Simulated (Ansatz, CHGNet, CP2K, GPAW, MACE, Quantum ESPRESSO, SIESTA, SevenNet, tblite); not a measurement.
## C(110) slab, H on the bottom face, stepped (108 atoms) in tblite

Wanted: tblite inputs and outputs for C(110) slab, H on the bottom face, stepped (108 atoms), checked against a plane-wave reference.

Main program and level: tblite 0.8.0; the method is named at each step.

## (1) The starting structure

The cell holds 108 atoms: 84 C and 24 H. Cell: a = 10.089 Å, b = 10.701 Å, c = 14.673 Å, α = 90.0°, β = 90.0°, γ = 90.0°. It derives from C (diamond-structure). Diamond-structure C (a = 3.567 Å), (110) slab of 4 atomic planes, 4 x 3 surface cells, H on the broken bonds of the bottom face, 10 Å of vacuum; the top repeat layer removed from part of the cell (two steps); displaced by a Gaussian of 0.02 Å. Then every atom was moved at random, 0.03 Å r.m.s. a Cartesian component (hydrogen 0.6 of that). Regions: slab, 84 atoms (84 C); hydrogen, 24 atoms (24 H). Vacuum lies along c.

The yardstick, on the same geometry:

| Item | Value |
| --- | --- |
| method | Kohn-Sham DFT, PBE, SSSP efficiency 1.3.0 pseudopotentials, plane waves (Quantum ESPRESSO 7.5); sssp-pbe-1.3.0-efficiency, cutoffs 45/360 Ry, Γ point |
| r.m.s. force component | 1.589 eV/Å |
| longest force | 6.022 eV/Å |
| time | 2.8 min on 4 MPI ranks of Arm Neoverse V2, shared host |
| CPU time | 11 min |

## (2) GFN2-xTB

Method: GFN2-xTB tight binding, diagonalisation.

The input, run.py:

```python
import numpy as np
from ase.io import read
from tblite.ase import TBLite

atoms = read("structure.xyz")
atoms.calc = TBLite(method="GFN2-xTB", electronic_temperature=580, accuracy=1.0, max_iterations=250, mixer_damping=0.1, verbosity=1)
energy = atoms.get_potential_energy()
forces = atoms.get_forces()
print(f"energy {energy:.6f} eV")
print("forces (eV/A)")
for i, (a, f) in enumerate(zip(atoms, forces)):
    print(f"{i:4d} {a.symbol:2s} {f[0]:10.5f} {f[1]:10.5f} {f[2]:10.5f}")
print("charges (e)")
print(np.array2string(atoms.get_charges(), precision=4, suppress_small=True, max_line_width=110, threshold=100000))
```

The input, structure.xyz:

```xyz
108
Lattice="10.08900 0.00000 0.00000 0.00000 10.70100 0.00000 0.00000 0.00000 14.67336" Properties=species:S:1:pos:R:3 pbc="T T T"
C 8.79720 1.82891 5.90412
C 0.00666 0.87235 5.88475
C 10.04834 0.02301 7.15370
C 8.83110 2.70596 7.15884
C 8.80487 1.72661 8.33315
C 0.01645 0.94640 8.42383
C 10.08718 0.03371 9.66387
C 1.24882 1.76609 5.87756
C 2.52548 0.91825 5.89179
C 2.53244 10.64386 7.16500
C 1.20876 2.68809 7.14754
C 1.26980 1.81446 8.44555
C 2.46383 0.90969 8.41004
C 2.49309 10.67243 9.65316
C 1.26839 2.72950 9.64524
C 8.84947 5.36869 5.91014
C 0.01069 4.44413 5.89238
C 0.05105 3.58387 7.18437
C 8.81022 6.26779 7.15062
C 8.77844 5.35093 8.42207
C 10.05682 4.46531 8.37174
C 10.07790 3.58815 9.61311
C 3.80597 1.77562 5.88402
C 5.02916 0.89995 5.88211
C 5.03310 0.01295 7.18246
C 3.75291 2.70949 7.13521
C 3.77873 1.79830 8.40387
C 5.01686 0.84934 8.39815
C 3.76975 2.69965 9.70848
C 1.24962 5.32696 5.92217
C 2.50631 4.42208 5.88431
C 2.49874 3.60014 7.15458
C 1.25870 6.28438 7.13786
C 1.33064 5.39630 8.44936
C 2.52921 4.46692 8.38494
C 2.53426 3.57959 9.64098
C 1.26022 6.25420 9.67928
C 8.81214 8.91832 5.89898
C 10.06388 8.02896 5.91923
C 0.04177 7.13650 7.14226
C 8.83928 9.82095 7.16265
C 8.82061 8.92870 8.34767
C 10.06398 8.05946 8.34958
C 10.07286 7.09904 9.71729
C 6.31339 1.80590 5.87653
C 7.56403 0.88872 5.88504
C 7.55242 0.00364 7.13786
C 6.31703 2.66498 7.11130
C 6.32923 1.74298 8.39023
C 7.56322 0.81927 8.38260
C 3.77752 5.37704 5.89737
C 5.07103 4.52139 5.86656
C 5.02452 3.56557 7.14167
C 3.84209 6.28256 7.13698
C 3.83271 5.36120 8.45171
C 5.02281 4.48040 8.44745
[... 48 atom lines left out ...]
H 3.76925 9.54272 5.02137
H 5.02856 7.40766 4.96752
H 6.28898 9.54016 5.00083
H 7.57008 7.40338 4.99643
```

Started as:

```
$ OMP_NUM_THREADS=1 python run.py > output.txt
```

Log:

```text
------------------------------------------------------------
  cycle        total energy    energy error   density error
------------------------------------------------------------
      1     -190.1578962488  -1.9241337E+02   1.1815869E-01
      2     -190.7695360619  -6.1163981E-01   1.1284351E-01
      3     -191.1011196460  -3.3158358E-01   9.9287885E-02
      4     -190.9648677793   1.3625187E-01   9.3334613E-02
      5     -190.2830853211   6.8178246E-01   7.1988198E-02
      6     -190.9556653047  -6.7257998E-01   4.4135574E-02
      7     -191.1119759589  -1.5631065E-01   2.9079206E-02
      8     -191.1465736345  -3.4597676E-02   2.3197516E-02
      9     -191.2326791634  -8.6105529E-02   1.3013955E-02
     10     -191.2466952696  -1.4016106E-02   9.6077889E-03
     11     -191.2539978468  -7.3025771E-03   6.5195891E-03
     12     -191.2543525377  -3.5469096E-04   4.6995853E-03
     13     -191.2557791082  -1.4265705E-03   3.2585972E-03
     14     -191.2560305148  -2.5140665E-04   2.5290462E-03
     15     -191.2564104250  -3.7991022E-04   1.8822438E-03
     16     -191.2563850615   2.5363539E-05   1.5506430E-03
     17     -191.2563974498  -1.2388346E-05   1.0553044E-03
     18     -191.2564695659  -7.2116035E-05   6.3479232E-04
     19     -191.2565103618  -4.0795965E-05   3.6088220E-04
     20     -191.2565166796  -6.3177496E-06   2.3626394E-04
     21     -191.2565171636  -4.8403331E-07   1.8179542E-04
     22     -191.2565167829   3.8073537E-07   1.2971934E-04
     23     -191.2565179916  -1.2086864E-06   4.4211264E-05
     24     -191.2565181987  -2.0711002E-07   2.3203086E-05
     25     -191.2565181838   1.4934727E-08   2.0896455E-05
     26     -191.2565182446  -6.0809043E-08   1.2396406E-05
------------------------------------------------------------
 total:                                   4.704 sec
energy -5204.354948 eV
forces (eV/A)
   0 C     1.38899   -2.67928   -0.10767
   1 C    -1.16675    2.33582    0.95442
   2 C     2.26054   -0.65866   -0.11115
   3 C     0.00807   -0.56940    0.55266
   4 C     0.61245   -0.38045   -0.01500
   5 C    -1.99227   -1.05982    0.93503
   6 C     2.64456   -3.40550   -1.96661
   7 C     0.13669    0.44295    0.99751
   8 C     0.05297   -0.10404    1.28609
   9 C    -0.73615    2.53933   -0.78656
  10 C     2.56964   -0.43637    0.21900
  11 C    -0.51523   -0.85415    0.09830
  12 C     1.87240   -0.03422    1.77365
  13 C     1.60587   -4.58915   -1.98790
  14 C    -1.90377    4.35947   -1.47572
  15 C    -0.80863   -1.36837   -0.26341
  16 C    -0.44885    1.32810    0.33938
  17 C    -2.91769   -0.47829   -2.07963
  18 C     0.89544   -0.20522    0.94719
  19 C     2.02713   -0.37728   -1.66352
  20 C     0.23734    1.73621    2.97546
  21 C     2.78494   -2.85080   -1.57309
  22 C    -1.38106   -0.07598    1.17583
  23 C     1.03544    0.78693    0.98768
[...]
100 H    -0.09946   -0.30484    0.02833
 101 H     0.20867    0.06664   -0.40909
 102 H     0.08364   -0.00672    0.06337
 103 H     0.22940    0.24583   -0.19327
 104 H     0.02219    0.36293   -0.82013
 105 H    -0.07901    0.48911    0.52362
 106 H     0.09927    0.36866   -0.67974
 107 H    -0.00717    0.16492    0.10370
charges (e)
[-0.0305 -0.0325  0.0144  0.0208 -0.0357  0.0492 -0.1055 -0.0252 -0.0309  0.0049  0.0036  0.0465  0.0318
  0.0062 -0.003  -0.0284 -0.0239  0.022   0.0175 -0.0457  0.042  -0.1005 -0.0232 -0.0286  0.026   0.008
  0.0381 -0.0592 -0.1086 -0.0198 -0.0262  0.0104  0.0099  0.0321  0.036   0.0059 -0.0003 -0.028  -0.0242
  0.0168  0.0274 -0.0373  0.0399 -0.1229 -0.0266 -0.028   0.0272  0.0279 -0.0156 -0.0244 -0.0301 -0.0257
  0.0118  0.0141  0.0524 -0.0562 -0.1157 -0.0274 -0.0261 -0.0041  0.0041  0.0421  0.0392  0.0138 -0.0414
 -0.0138 -0.0323  0.0282  0.0193  0.0101 -0.0153 -0.0219 -0.0281  0.0268  0.0121  0.0548 -0.044  -0.0897
 -0.0393 -0.0223  0.0368  0.0259 -0.0173 -0.0294  0.0323  0.0354  0.0296  0.031   0.0307  0.0288  0.0306
  0.0299  0.0142  0.0361  0.0347  0.0253  0.0426  0.0369  0.0303  0.0244  0.0247  0.0329  0.0336  0.0363
  0.0366  0.0233  0.0409  0.0378]
```

Elapsed: 5.2 s, on 1 thread of Arm Neoverse V2, shared host; peak memory 0.12 GiB.

Banners, paths, timers and routine set-up lines are dropped from the logs unmarked, and long logs keep their key lines alone; longer cuts are marked.

Against the reference:

* r.m.s. force component: 1.569 eV/Å
* r.m.s. difference of force components: 319 meV/Å
* longest difference of force vectors: 1270 meV/Å
* force difference over r.m.s. force: 20.07 %
* slope of forces against the reference's: 0.9669
* correlation of force components: 0.9797

Length of the force difference by element (eV/Å):

```tsv
element	atoms	mean	most
C	84	0.54	1.3
H	24	0.30	0.48
```

The surroundings of C44, whose charge lies farthest from its element's mean, nearest first, numbered as they follow in the input and with coordinates relative to it.

```tsv
atom	x	y	z	distance (Å)	bonds	Mulliken charge (e)	Fx	Fy	Fz (eV/Å)
C44	0.00	0.00	0.00	0.00	2	-0.12	1.88	-1.46	-3.02
C37	1.28	-0.84	-0.04	1.53	3	0.00	-1.29	4.05	-1.91
C43	-0.01	0.96	-1.37	1.67	4	0.04	0.18	-0.65	2.51
C64	2.51	0.01	-0.12	2.51	3	0.01	2.35	-3.67	-1.05
C34	1.35	-1.70	-1.27	2.51	4	0.03	-2.15	-1.69	-0.16
C20	-1.29	-1.75	-1.30	2.53	3	-0.05	2.03	-0.38	-1.66
C40	0.06	0.04	-2.58	2.58	4	0.02	-2.40	-0.13	0.16
C62	1.29	1.79	-1.38	2.60	4	0.04	-1.86	0.64	3.27
C42	-1.25	1.83	-1.37	2.61	3	-0.04	0.52	-2.55	0.40
```

Atoms are counted from 1 here, from 0 in the log.

Forces lie 20 % from the reference's, at 0.0077 times its CPU time (on 1 against 4 cores).

Left out of this page: tblite IPEA1-xTB (killed or ended with an error).

## (3) What came out

```yaml
force_difference_from_the_reference: tblite GFN2-xTB, 20 %
its_cpu_time: 5.2 s
```

In words: Tight binding differs by 20 % (tblite GFN2-xTB); it is another model, with fitted parameters of its own, and the xTB methods hold dispersion. One electronic-structure run takes under half the reference's CPU time: tblite GFN2-xTB, at 20 % in 5.2 s against 11 min. Periodic xTB results under one method name differ between programs and library versions. The runs have no spin polarisation, so any moments at edges, vacancies or dangling bonds can't form. The electronic-structure runs sample only Γ, in a cell whose shortest periodic width is 10 Å, which is coarse for a cell with partly filled levels.

[Also dropped from logs without a mark: logging warnings of Python, and SIESTA's first energy breakdown and zero terms.]

[Logs are printed without paths, hosts, clocks, repeated set-up lines and the standing remarks that a program may print on its own settings, such as how far it seeks lower states.]

[Hosts, paths, dates, database ids (printed as entryN), source tags and the programs' standing remarks are cut or masked in the printed files.]
